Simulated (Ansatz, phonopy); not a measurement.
# How KCl (Sylvite, Fm-3m) expands on warming, part 4 of 5

Wanted: α(T), C_P(T) and B(T) of KCl (Sylvite) in the quasi-harmonic approximation.

What experiment has found for this phase:
- volume expansion coefficient 111.3 1e-6/K and heat capacity C_P per formula unit 51.7 J/mol/K near room temperature (given in “High-Throughput Prediction of Finite-Temperature Properties using the Quasi-Harmonic Approximation”, 2016, arXiv:1603.06924)
- volume expansion coefficient 114.9 1e-6/K near room temperature (given in “Descriptors for thermal expansion in solids”, 2017, arXiv:1701.03966)

Ansatz 0.2.0; DFT LDA, scalar-relativistic, plane waves, PAW.

So far, volume expansion coefficient at 300 K (× 1e-6/K): step 8 (free-energy fit) 109.

### Step 9. The quasi-harmonic study, cutoff 487.2 eV, k-mesh 12×12×12

Thermal expansion follows from how the free energy of the vibrations (and of the electrons in a metal) changes with strain, so the program makes strained cells, their phonons and a fit in one run.

This step: DFT LDA, scalar-relativistic, plane waves, PAW (Ansatz 0.2.0).

Input file input.yaml:

```yaml
crystal:
  lattice:
    - [0.0, 3.0385007258, 3.0385007258]
    - [3.0385007258, 0.0, 3.0385007258]
    - [3.0385007258, 3.0385007258, 0.0]
  atoms:
    - { symbol: K, position: [0.0, 0.0, 0.0] }
    - { symbol: Cl, position: [0.5, 0.5, 0.5] }
kpoints:
  mp_grid: { grid: [12, 12, 12] }
hamiltonian:
  xc: lda
scf:
  occupations: { method: fixed }
output:
  eigenvalues: true
phonons:
  method: dfpt
  qmesh: [4, 4, 4]
  temperatures: { t_max: 800.0, t_step: 50 }
  thermal_expansion: {}
```

The run is started by

```bash
ansatz run input.yaml --threads 4 --pin off --max-ram 16384MiB --backend cpu --events-out ev --progress --plain --runs-dir out
```

Numbers of over 12 decimals in the logs are rounded to 6 here.

Log:

```text
[...]
Crystal: 2 atoms, lattice volume = 56.106 Å³
Basis set: ecut = 487.2 eV, 1363 PW (Γ), exchange–correlation on 64×64×64 points (8 copies of the dense FFT grid, shifted against one another)
Bands: 12, of which v1, the nominal top of the filled ones, is band 8 counted from 1 (7 counted from 0)
Symmetry: 48 space group operations
[...]
k-points: 72 of 1728
[...]
SCF iter   1: F=—  HF=-2544.300759 eV  |F-HF|=—  |Δ(HF+E_count)|=         —  Δρ=6.63e-3  dr2=2.37e-2  ethr=1.77e-3  ⟨swp⟩=4.8  Hψ=4698  notcnv=0  defer=142
[...]
SCF iter   7: F=-2544.292119 eV  HF=-2544.292119 eV  |F-HF|=9.09e-13  |Δ(HF+E_count)|=  2.27e-10  Δρ=2.08e-7  dr2=7.85e-12  ethr=1.00e-12  ⟨swp⟩=4.9  Hψ=5309  notcnv=0
SCF 1 converged in 7 iterations: F = -2544.292119 eV  dr2 = 7.85e-12
[...]
relax step   1: F+E_penalty+E_count = -2544.29211940 eV  Δ(F+E_penalty+E_count) = +0.000e0 eV  max|allowed force component| = 4.109e-30 eV/Å  Δτ_max = 0.0000 Å  (7 SCF iters, accepted)
SCF converged after 7 iterations
Free energy (F): -2544.292119 eV
[...]
Internal energy: -2544.292119 eV  (E = F + TS)
E sigma→0 (E₀):  -2544.292119 eV
Fermi energy:    1.340244 eV
[...]
--- Stress (GPa, compression-positive) ---
       -0.009390       0.000000      -0.000000
        0.000000      -0.009390      -0.000000
        0.000000       0.000000      -0.009390
  P = ⅓ Tr σ = -0.0094 GPa (-0.094 kbar)
--- Band table (eV; the first three rows and the last of 72) ---
  k-point 0: bands = [... 4 lower, -8.9728, 1.3402, 1.3402, 1.3402, 6.4507, 9.4389, 9.4389, 9.4389]
  k-point 1: bands = [... 4 lower, -8.9493, 1.2233, 1.3077, 1.3077, 6.6496, 9.3740, 9.5371, 9.5371]
  k-point 2: bands = [... 4 lower, -8.8869, 0.9335, 1.2210, 1.2210, 7.1692, 9.2672, 9.8243, 9.8243]
  k-point 71: bands = [... 4 lower, -8.8526, 0.7086, 0.7827, 0.7827, 9.1541, 9.1541, 10.9023, 11.3846]
── thermal expansion: 3 new cells, 3 in all ──
thermal expansion: relaxation of cell 2
thermal expansion: relaxation of cell 3
── thermal expansion: 2 new cells, 5 in all ──
thermal expansion: relaxation of cell 4
thermal expansion: lower-state search of cell 4
thermal expansion: phonons of cell 4
thermal expansion: relaxation of cell 5
thermal expansion: phonons of cell 5
── thermal expansion: 8 new cells, 13 in all ──
thermal expansion: relaxation of cell 6
thermal expansion: relaxation of cell 7
thermal expansion: relaxation of cell 8
thermal expansion: relaxation of cell 9
thermal expansion: relaxation of cell 10
thermal expansion: relaxation of cell 11
thermal expansion: relaxation of cell 12
thermal expansion: relaxation of cell 13
thermal expansion: phonons of cell 6
thermal expansion: phonons of cell 7
thermal expansion: phonons of cell 8
thermal expansion: phonons of cell 9
thermal expansion: phonons of cell 10
--- Relaxed structure (1 steps of the walk, 1 accepted, 0 SCFs on fresh bases) ---
  F+E_penalty+E_count = -2544.29211940 eV   max|allowed force component| = 4.109e-30 eV/Å
  atoms:
    - { symbol: K, position: [0.0, 0.0, 0.0] }
    - { symbol: Cl, position: [0.5, 0.5, 0.5] }
--- Thermal expansion: 13 cells in 3 rounds, 0 GPa ---
  no lower state was reached at cell 4
  without vibrations: a 4.29654, b 4.29654, c 4.29654 Å, V 56.0843 Å³, B 24.26 GPa
  at 0 K: a 4.31029, b 4.31029, c 4.31029 Å, V 56.6244 Å³, B 23.47 GPa
  zero-point expansion: a +0.320, b +0.320, c +0.320, V +0.963 %
[...]
0.00    4.31029    4.31029    4.31029    56.6244 |    0.00    0.00    0.00    0.00 |   71.87 |     0.000     0.000 |    23.47    23.47
   100.00    4.31465    4.31465    4.31465    56.7964 |   23.31   23.31   23.31   69.94 |   93.14 |    38.435    38.053 |    22.83    23.05
   200.00    4.32697    4.32697    4.32697    57.2846 |   32.02   32.02   32.02   96.06 |  102.09 |    47.908    46.538 |    21.52    22.16
   298.15    4.34152    4.34152    4.34152    57.8644 |   36.20   36.20   36.20  108.61 |       - |    50.859    48.390 |    20.15    21.18
   350.00    4.34991    4.34991    4.34991    58.2003 |   38.23   38.23   38.23  114.68 |  111.96 |    51.944    48.816 |    19.39    20.63
   450.00    4.36747    4.36747    4.36747    58.9081 |   42.48   42.48   42.48  127.43 |  118.78 |    53.889    49.262 |    17.85    19.53
   550.00    4.38717    4.38717    4.38717    59.7089 |   47.78   47.78   47.78  143.34 |  126.57 |    56.060    49.487 |    16.18    18.32
   650.00    4.40969    4.40969    4.40969    60.6332 |   55.08   55.08   55.08  165.25 |  136.00 |    58.893    49.616 |    14.31    16.99
   750.00    4.43635    4.43635    4.43635    61.7393 |   66.38   66.38   66.38  199.15 |  148.20 |    63.149    49.696 |    12.16    15.46
   800.00    4.45200    4.45200    4.45200    62.3952 |   75.01   75.01   75.01  225.02 |  156.02 |    66.355    49.726 |    10.93    14.58
[...]
vibrations' free energy: its fit leaves 0.0002 meV an atom at the most
  the electrons' free energy at temperature is not in it: every band gap is over 0.83 eV
  free energies summed between the sampled wave vectors
[...]
the FFT grids of the static calculations differ: 32 × 32 × 32, 36 × 36 × 36
  band gaps on the cells' k-points are 4.623 to 5.225 eV
```

Elapsed: 31 min, on 4 threads of Arm Neoverse V2, shared host; peak memory 3 GiB.

This step gave:

```yaml
pressure: -0.009390 GPa
principal_linear_expansion_coefficients_at_298_k: 36.2, 36.2, 36.2 1e-6/K
```

Strained cells of the study; zero-point energy where phonons were solved; the pressures are stresses at a fixed cutoff and can carry an offset from the finite basis. Expansion cells, by row:

| cell | \|a\| (Å) | \|b\| (Å) | \|c\| (Å) | V (Å³/atom) | E - E_lowest (meV/atom) | pressure, compression positive (GPa) | gap (eV) | zero-point energy (meV/atom) |
| --- | --- | --- | --- | --- | --- | --- | --- | --- |
| 1 | 4.297 | 4.297 | 4.297 | 28.05 | 0 | -0.012 | 5.11 | - |
| 2 | 4.331 | 4.331 | 4.331 | 28.73 | 1.222 | -0.557 | 5.022 | - |
| 3 | 4.263 | 4.263 | 4.263 | 27.39 | 1.202 | 0.602 | 5.202 | - |
| 4 | 4.297 | 4.297 | 4.297 | 28.05 | 0 | -0.01 | 5.111 | 23.59 |
| 5 | 4.318 | 4.318 | 4.318 | 28.47 | 0.486 | -0.359 | 5.055 | 22.99 |
| 6 | 4.331 | 4.331 | 4.331 | 28.72 | 1.196 | -0.552 | 5.023 | 22.64 |
| 7 | 4.365 | 4.365 | 4.365 | 29.41 | 4.617 | -1.031 | 4.938 | 21.7 |
| 8 | 4.4 | 4.4 | 4.4 | 30.12 | 10.11 | -1.453 | 4.855 | 20.77 |
| 9 | 4.435 | 4.435 | 4.435 | 30.84 | 17.51 | -1.823 | 4.776 | 19.86 |
| 10 | 4.47 | 4.47 | 4.47 | 31.59 | 26.7 | -2.145 | 4.698 | 18.95 |
| 11 | 4.254 | 4.254 | 4.254 | 27.22 | 1.921 | 0.771 | 5.225 | - |
| 12 | 4.276 | 4.276 | 4.276 | 27.63 | 0.464 | 0.366 | 5.168 | - |
| 13 | 4.506 | 4.506 | 4.506 | 32.35 | 37.6 | -2.426 | 4.623 | - |

Quasi-harmonic; a, b, c are the run's own cell vectors. Expansion, by row:

```
T (K)  a (Å)  b (Å)  c (Å)  alpha (deg)  beta (deg)  gamma (deg)  cell volume (Å³/cell)  alpha_a (1e-6/K)  alpha_b (1e-6/K)  alpha_c (1e-6/K)  alpha_V (1e-6/K)  C_P (J/mol-atom/K)  C_V (J/mol-atom/K)  S (J/mol-atom/K)  B_T (GPa)  B_S (GPa)  Grueneisen  extrapolation  fit error (1e-6/K)
    0   4.31   4.31   4.31           60          60           60                  56.62                 0                 0                 0                 0                   0                   0                 0      23.47      23.47           -              0                   0
   50  4.311  4.311  4.311           60          60           60                  56.65               9.8               9.8               9.8             29.41               10.12                10.1             4.965      23.35      23.39        1.16              0                   0
  100  4.315  4.315  4.315           60          60           60                   56.8             23.31             23.31             23.31             69.94               19.22               19.03             15.31      22.83      23.05       1.435              0                0.01
  150   4.32   4.32   4.32           60          60           60                  57.02             28.93             28.93             28.93             86.78               22.47               22.04             23.82      22.19      22.63         1.5              0                0.01
  200  4.327  4.327  4.327           60          60           60                  57.28             32.02             32.02             32.02             96.06               23.95               23.27             30.51      21.52      22.16       1.533              0                0.02
  250  4.334  4.334  4.334           60          60           60                  57.57             34.28             34.28             34.28             102.8               24.82               23.87             35.96      20.83      21.67       1.556              0                0.03
298.1  4.342  4.342  4.342           60          60           60                  57.86              36.2              36.2              36.2             108.6               25.43                24.2             40.38      20.15      21.18       1.576              0                0.04
  300  4.342  4.342  4.342           60          60           60                  57.88             36.27             36.27             36.27             108.8               25.45                24.2             40.54      20.12      21.16       1.577              0                0.04
  350   4.35   4.35   4.35           60          60           60                   58.2             38.23             38.23             38.23             114.7               25.97               24.41              44.5      19.39      20.63       1.597              0                0.05
  400  4.358  4.358  4.358           60          60           60                  58.54             40.26             40.26             40.26             120.8               26.46               24.54                48      18.63      20.09       1.617              0                0.06
  450  4.367  4.367  4.367           60          60           60                  58.91             42.48             42.48             42.48             127.4               26.95               24.63             51.15      17.85      19.53       1.638              0                0.08
  500  4.377  4.377  4.377           60          60           60                   59.3             44.95             44.95             44.95             134.8               27.46                24.7             54.01      17.03      18.94        1.66              0                0.08
  550  4.387  4.387  4.387           60          60           60                  59.71             47.78             47.78             47.78             143.3               28.03               24.74             56.66      16.18      18.32       1.685              0                0.09
  600  4.398  4.398  4.398           60          60           60                  60.15              51.1              51.1              51.1             153.3               28.68               24.78             59.12      15.27      17.68       1.711              0                0.11
  650   4.41   4.41   4.41           60          60           60                  60.63             55.08             55.08             55.08             165.2               29.45               24.81             61.45      14.31      16.99       1.741              0                0.12
  700  4.422  4.422  4.422           60          60           60                  61.16             60.02             60.02             60.02             180.1               30.38               24.83             63.66      13.28      16.25       1.774              0                0.13
  750  4.436  4.436  4.436           60          60           60                  61.74             66.38             66.38             66.38             199.2               31.57               24.85              65.8      12.16      15.46       1.812              0                 0.1
  800  4.452  4.452  4.452           60          60           60                   62.4             75.01             75.01             75.01               225               33.18               24.86             67.88      10.93      14.58       1.858              0                0.47
```

Table of expansion coefficient by temperature; values in 1e-6/K:

```
temperature (K)  volume  principal 1
              0       0            0
             50    29.4          9.8
            100    69.9         23.3
            150    86.8         28.9
            200    96.1         32.0
            250     103         34.3
            298     109         36.2
            300     109         36.3
            350     115         38.2
            400     121         40.3
            450     127         42.5
            500     135         45.0
            550     143         47.8
            600     153         51.1
            650     165         55.1
            700     180         60.0
            750     199         66.4
            800     225         75.0
```

Changing the k-mesh (8×8×8 → 12×12×12) and the cutoff (550 → 487.2 eV) takes the volume expansion at 298 K from 109 to 109 × 10⁻⁶/K and B_T from 20.2 to 20.1 GPa.

### Step 10. Free-energy fit

This step: DFT LDA, scalar-relativistic, plane waves, PAW (phonopy 4.10.0).

This step gave:

| Item | Value |
| --- | --- |
| volume expansion coefficient at 300 K | 108.7 1e-6/K |
| isothermal bulk modulus at 300 K | 20.12 GPa |

Energy (each curve on its own zero) against volume; values in meV/atom:

```
volume (Å³/atom)  static  F at 0 K  F at 300 K  F at 800 K
           28.05       0      2.09        6.91        17.9
           28.47    0.49      1.97        5.57        13.7
           28.72     1.2      2.34        5.18        11.6
           29.41    4.62      4.82        5.56        7.09
           30.12    10.1      9.38        7.86        4.31
           30.84    17.5      15.9        11.9        3.03
           31.59    26.7      24.1        17.6        3.04
```

Phonopy-qha, vinet fit of F(V) at each temperature. Qha vinet, by row:

| T (K) | fitted volume (Å³/atom) | alpha_V (1e-6/K) | B_T (GPa) | C_P (J/mol-atom/K) | Grueneisen |
| --- | --- | --- | --- | --- | --- |
| 100 | 28.4 | 66.12 | 22.82 | 19.08 | 1.356 |
| 150 | 28.51 | 85.56 | 22.2 | 22.64 | 1.48 |
| 200 | 28.64 | 95.56 | 21.54 | 24.11 | 1.526 |
| 250 | 28.78 | 102.6 | 20.84 | 24.95 | 1.553 |
| 300 | 28.94 | 108.7 | 20.12 | 25.54 | 1.575 |
| 350 | 29.1 | 114.7 | 19.38 | 26.04 | 1.596 |
| 400 | 29.27 | 121 | 18.6 | 26.52 | 1.617 |
| 450 | 29.45 | 127.9 | 17.8 | 27 | 1.639 |
| 500 | 29.65 | 135.6 | 16.97 | 27.51 | 1.663 |
| 550 | 29.86 | 144.3 | 16.1 | 28.08 | 1.689 |
| 600 | 30.08 | 154.4 | 15.21 | 28.74 | 1.717 |
| 650 | 30.32 | 166.4 | 14.28 | 29.5 | 1.748 |
| 700 | 30.58 | 180.6 | 13.31 | 30.42 | 1.783 |
| 750 | 30.87 | 197.9 | 12.3 | 31.55 | 1.821 |

(Part 4 of 5 ends here.)

[Logs are printed without paths, hosts, clocks, repeated set-up lines and the standing remarks that a program may print on its own settings, such as how far it seeks lower states.]

[Hosts, paths, dates, database ids (printed as entryN), source tags and the programs' standing remarks are cut or masked in the printed files.]

[A step with changed settings may run another functional than the one named; its input shows which.]
